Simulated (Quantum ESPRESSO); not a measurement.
# FePt (Tetraferroplatinum): which magnetic order is lowest

Does FePt (Tetraferroplatinum) prefer parallel or opposed moments, or none?

Method: PBE; plane waves with GBRV 1.5 PBE potentials, no spin-orbit coupling, in Quantum ESPRESSO 7.5.

This is a report of a sequence of runs, with most program output left out.

### 1. The structure

It takes space group P4/mmm (No. 123, tetragonal). The conventional cell has a = 2.724 Å, b = 2.724 Å, c = 3.720 Å, α = 90.00°, β = 90.00°, γ = 90.00°. Fe has 8 Pt at 2.68 Å and 4 Fe at 2.72 Å nearest. Nearest to Pt lie 8 Fe at 2.68 Å and 4 Pt at 2.72 Å. Farther neighbours are not listed.

As a file:

```cif
data_structure
_symmetry_space_group_name_H-M 'P 1'
_symmetry_Int_Tables_number 1
_cell_length_a 2.7235
_cell_length_b 2.7235
_cell_length_c 3.7200
_cell_angle_alpha 90.000
_cell_angle_beta 90.000
_cell_angle_gamma 90.000
_cell_volume 27.59
loop_
_atom_site_label
_atom_site_type_symbol
_atom_site_fract_x
_atom_site_fract_y
_atom_site_fract_z
_atom_site_occupancy
Fe1 Fe 0.00000 0.00000 0.00000 1
Pt2 Pt 0.50000 0.50000 0.50000 1
```

The cell comes from the Crystallography Open Database.

### 2. Start 1: ferro +

The signs are those of the starting moments on the seeded atoms, the atoms that are given a moment.

Contents of pw.in:

```
&CONTROL
  calculation = 'scf'
  prefix = 'pwscf'
  outdir = './tmp'
  pseudo_dir = './pseudo'
  disk_io = 'nowf'
/
&SYSTEM
  ibrav = 0
  celldm(1) = 8
  nat = 2
  ntyp = 2
  ecutwfc = 40
  ecutrho = 280
  nbnd = 24
  occupations = 'smearing'
  smearing = 'fd'
  degauss = 0.00367493
  nspin = 2
  starting_magnetization(1) = 0.175
  starting_magnetization(2) = 0
/
&ELECTRONS
  conv_thr = 4d-09
  electron_maxstep = 150
  mixing_beta = 0.3
/
ATOMIC_SPECIES
Fe     55.8450 fe_pbe_v1.5.uspp.F.UPF
Pt    195.0840 pt_pbe_v1.4.uspp.F.UPF
CELL_PARAMETERS alat
   0.6433336375523    0.0000000000000    0.0000000000000
   0.0000000000000    0.6433336375523    0.0000000000000
   0.0000000000000    0.0000000000000    0.8787226479510
ATOMIC_POSITIONS crystal
Fe      0.0000000000    0.0000000000    0.0000000000
Pt      0.5000000000    0.5000000000    0.5000000000
K_POINTS automatic
12 12 12 0 0 0
```

Launch:

```
$ OMP_NUM_THREADS=1 mpirun -n 4 pw.x -nk 4 -in pw.in > pw.out
```

Elapsed: 14 s, on 4 MPI ranks of AMD EPYC 9R45 (Zen 5), shared host; peak memory 0.4 GiB.

Spin moment in the atom's sphere by atom:

```csv
atom,spin moment in the atom's sphere (μB)
Fe1,3.01
Pt2,0.40
```

Read from the output:

- smearing term TS: 0.01214 eV
- magnetization: 3.34 μB
- absolute magnetization: 3.524 μB
- final state: ferromagnetic

### 3. Run 2, typed as antiferro q=(0,1/2,0) +−

This order needs a doubled cell of 4 atoms. The wavevector q is in fractions of the reciprocal vectors of the crystal's primitive cell, as the cells of these inputs are built from it; moments change sign between cells as cos(2π q·R).

Contents of pw.in:

```
&CONTROL
  calculation = 'scf'
  prefix = 'pwscf'
  outdir = './tmp'
  pseudo_dir = './pseudo'
  disk_io = 'nowf'
/
&SYSTEM
  ibrav = 0
  celldm(1) = 8
  nat = 4
  ntyp = 3
  ecutwfc = 40
  ecutrho = 280
  nbnd = 42
  occupations = 'smearing'
  smearing = 'fd'
  degauss = 0.00367493
  nspin = 2
  starting_magnetization(1) = 0.175
  starting_magnetization(2) = -0.175
  starting_magnetization(3) = 0
/
&ELECTRONS
  conv_thr = 8d-09
  electron_maxstep = 150
  mixing_beta = 0.3
/
ATOMIC_SPECIES
Fe1    55.8450 fe_pbe_v1.5.uspp.F.UPF
Fe2    55.8450 fe_pbe_v1.5.uspp.F.UPF
Pt    195.0840 pt_pbe_v1.4.uspp.F.UPF
CELL_PARAMETERS alat
   0.6433336375523    0.0000000000000    0.0000000000000
   0.0000000000000    1.2866672751046    0.0000000000000
   0.0000000000000    0.0000000000000    0.8787226479510
ATOMIC_POSITIONS crystal
Fe1     0.0000000000    0.0000000000    0.0000000000
Fe2     0.0000000000    0.5000000000    0.0000000000
Pt      0.5000000000    0.2500000000    0.5000000000
Pt      0.5000000000    0.7500000000    0.5000000000
K_POINTS automatic
12 6 12 0 0 0
```

The job ended after 64 s (4 MPI ranks; peak memory 0.78 GiB; 4.2 min of CPU time).

Spin moment in the atom's sphere by atom:

```csv
atom,spin moment in the atom's sphere (μB)
Fe1,2.97
Fe2,-2.97
Pt3,0.00
Pt4,0.00
```

Read from the output:

* smearing term TS: 0.03136 eV
* magnetization: 0 μB
* absolute magnetization: 6.328 μB
* final state: antiferromagnetic

### 4. Run 3 (antiferro q=(0,0,1/2) +−)

The cell is doubled to 4 atoms to hold this order.

Edit pw.in of step 3 so:

```diff
@@ -34,10 +34,10 @@
    0.6433336375523    0.0000000000000    0.0000000000000
-   0.0000000000000    1.2866672751046    0.0000000000000
-   0.0000000000000    0.0000000000000    0.8787226479510
+   0.0000000000000    0.6433336375523    0.0000000000000
+   0.0000000000000    0.0000000000000    1.7574452959020
 ATOMIC_POSITIONS crystal
 Fe1     0.0000000000    0.0000000000    0.0000000000
-Fe2     0.0000000000    0.5000000000    0.0000000000
-Pt      0.5000000000    0.2500000000    0.5000000000
-Pt      0.5000000000    0.7500000000    0.5000000000
+Fe2     0.0000000000    0.0000000000    0.5000000000
+Pt      0.5000000000    0.5000000000    0.2500000000
+Pt      0.5000000000    0.5000000000    0.7500000000
 K_POINTS automatic
-12 6 12 0 0 0
+12 12 6 0 0 0
```

Run time: 37 s. Hardware: 4 MPI ranks; peak memory 0.6 GiB.

Spin moment in the atom's sphere by atom:

```csv
atom,spin moment in the atom's sphere (μB)
Fe1,3.00
Fe2,-3.00
Pt3,0.00
Pt4,0.00
```

Numbers from this step:

```
smearing term TS       : 0.02713 eV
magnetization          : 0 μB
absolute magnetization : 6.418 μB
final state            : antiferromagnetic
```

### 5. Run 4 (antiferro q=(0,1/2,1/2) +−)

This order needs a doubled cell of 4 atoms.

Edit pw.in of step 4 so:

```diff
@@ -34,10 +34,10 @@
    0.6433336375523    0.0000000000000    0.0000000000000
-   0.0000000000000    0.6433336375523    0.0000000000000
-   0.0000000000000    0.0000000000000    1.7574452959020
+   0.0000000000000    1.2866672751046    0.0000000000000
+   0.0000000000000    0.6433336375523    0.8787226479510
 ATOMIC_POSITIONS crystal
 Fe1     0.0000000000    0.0000000000    0.0000000000
-Fe2     0.0000000000    0.0000000000    0.5000000000
-Pt      0.5000000000    0.5000000000    0.2500000000
-Pt      0.5000000000    0.5000000000    0.7500000000
+Fe2     0.0000000000    0.5000000000    0.0000000000
+Pt      0.5000000000    0.0000000000    0.5000000000
+Pt      0.5000000000    0.5000000000    0.5000000000
 K_POINTS automatic
-12 12 6 0 0 0
+12 6 12 0 0 0
```

It took 62 s on 4 MPI ranks; peak memory 0.74 GiB; 4.1 min of CPU time.

Read from the output:

- smearing term TS: 0.03790 eV
- magnetization: 0 μB
- absolute magnetization: 6.312 μB
- final state: antiferromagnetic
- largest moment: 3.001 μB

### 6. Run 5 (antiferro q=(1/2,1/2,0) +−)

This order needs a doubled cell of 4 atoms.

Edit pw.in of step 5 so:

```diff
@@ -33,11 +33,11 @@
 CELL_PARAMETERS alat
-   0.6433336375523    0.0000000000000    0.0000000000000
-   0.0000000000000    1.2866672751046    0.0000000000000
-   0.0000000000000    0.6433336375523    0.8787226479510
+   1.2866672751046    0.0000000000000    0.0000000000000
+   0.6433336375523    0.6433336375523    0.0000000000000
+   0.0000000000000    0.0000000000000    0.8787226479510
 ATOMIC_POSITIONS crystal
 Fe1     0.0000000000    0.0000000000    0.0000000000
-Fe2     0.0000000000    0.5000000000    0.0000000000
-Pt      0.5000000000    0.0000000000    0.5000000000
+Fe2     0.5000000000    0.0000000000    0.0000000000
+Pt      0.0000000000    0.5000000000    0.5000000000
 Pt      0.5000000000    0.5000000000    0.5000000000
 K_POINTS automatic
-12 6 12 0 0 0
+6 12 12 0 0 0
```

Wall time 52 s (4 MPI ranks); peak memory 0.62 GiB.

Read from the output:

```yaml
smearing_term_ts: 0.05593 eV
magnetization: 0 μB
absolute_magnetization: 5.83 μB
final_state: antiferromagnetic
largest_moment: 2.802 μB
```

### 7. Run 6, typed as antiferro q=(1/2,1/2,1/2) +−

This order needs a doubled cell of 4 atoms.

Edit pw.in of step 6 so:

```diff
@@ -35,3 +35,3 @@
    0.6433336375523    0.6433336375523    0.0000000000000
-   0.0000000000000    0.0000000000000    0.8787226479510
+   0.6433336375523    0.0000000000000    0.8787226479510
 ATOMIC_POSITIONS crystal
@@ -39,4 +39,4 @@
 Fe2     0.5000000000    0.0000000000    0.0000000000
-Pt      0.0000000000    0.5000000000    0.5000000000
-Pt      0.5000000000    0.5000000000    0.5000000000
+Pt      0.7500000000    0.5000000000    0.5000000000
+Pt      0.2500000000    0.5000000000    0.5000000000
 K_POINTS automatic
```

The job ended after 47 s (4 MPI ranks; peak memory 0.61 GiB; 3.1 min of CPU time).

Numbers from this step:

```yaml
smearing_term_ts: 0.03133 eV
magnetization: 0 μB
absolute_magnetization: 6.322 μB
final_state: antiferromagnetic
largest_moment: 2.991 μB
```

### 8. Run 7, typed as no spin polarisation

Contents of pw.in:

```
&CONTROL
  calculation = 'scf'
  prefix = 'pwscf'
  outdir = './tmp'
  pseudo_dir = './pseudo'
  disk_io = 'nowf'
/
&SYSTEM
  ibrav = 0
  celldm(1) = 8
  nat = 2
  ntyp = 2
  ecutwfc = 40
  ecutrho = 280
  nbnd = 23
  occupations = 'smearing'
  smearing = 'fd'
  degauss = 0.00367493
/
&ELECTRONS
  conv_thr = 4d-09
  electron_maxstep = 150
  mixing_beta = 0.3
/
ATOMIC_SPECIES
Fe     55.8450 fe_pbe_v1.5.uspp.F.UPF
Pt    195.0840 pt_pbe_v1.4.uspp.F.UPF
CELL_PARAMETERS alat
   0.6433336375523    0.0000000000000    0.0000000000000
   0.0000000000000    0.6433336375523    0.0000000000000
   0.0000000000000    0.0000000000000    0.8787226479510
ATOMIC_POSITIONS crystal
Fe      0.0000000000    0.0000000000    0.0000000000
Pt      0.5000000000    0.5000000000    0.5000000000
K_POINTS automatic
12 12 12 0 0 0
```

Wall time 7.4 s (4 MPI ranks); peak memory 0.33 GiB; 29 s of CPU time.

Read from the output:

```yaml
smearing_term_ts: 0.03439 eV
final_state: non-magnetic (no spin polarisation)
```

### 9. Energies of the orders

An order is kept where moments of 0.15 μB or more survive with the typed signs; meshes match where a doubled cell samples the same k points as the first cell.

Orders:

```csv
start,final state,typed order kept,energy over the lowest (meV a seeded atom),largest site moment (μB),net moment (μB a cell of the first run),mesh matched,CPU time (s)
ferro +,ferromagnetic,yes,0,3.006,3.34,yes,55.12
"antiferro q=(0,1/2,0) +-",antiferromagnetic,yes,23.43,2.971,0,yes,254.6
"antiferro q=(0,0,1/2) +-",antiferromagnetic,yes,2.836,3.003,0,yes,147.8
"antiferro q=(0,1/2,1/2) +-",antiferromagnetic,yes,203.5,3.001,0,yes,245.4
"antiferro q=(1/2,1/2,0) +-",antiferromagnetic,yes,299.5,2.802,0,yes,206.1
"antiferro q=(1/2,1/2,1/2) +-",antiferromagnetic,yes,58.73,2.991,0,yes,186.3
no spin polarisation,non-magnetic,-,794.8,0,0,yes,29.07
```

### 10. Outcome

| Quantity | Value |
| --- | --- |
| lowest state found | ferromagnetic (from ferro +) |
| largest site moment | 3.01 μB |
| next state with moments | antiferromagnetic, 2.84 meV a seeded atom higher |
| state without moments | 795 meV a seeded atom higher |

What this shows: The two lowest states lie so close that the mesh, the smearing, the functional or spin–orbit coupling could swap them. Only these 7 starts were compared; other wavevectors, canted and longer-period orders were not.

[Logs and program files are shortened in this print: banners, set-up blocks, solver, clock and traceback lines can be left out without a mark of their own.]

[Logs are printed without paths, hosts, clocks, repeated set-up lines and the standing remarks that a program may print on its own settings, such as how far it seeks lower states.]

[Hosts, paths, dates, database ids (printed as entryN), source tags and the programs' standing remarks are cut or masked in the printed files.]

[Where a cell is said to come from a database of computed structures, the database is the Materials Project.]
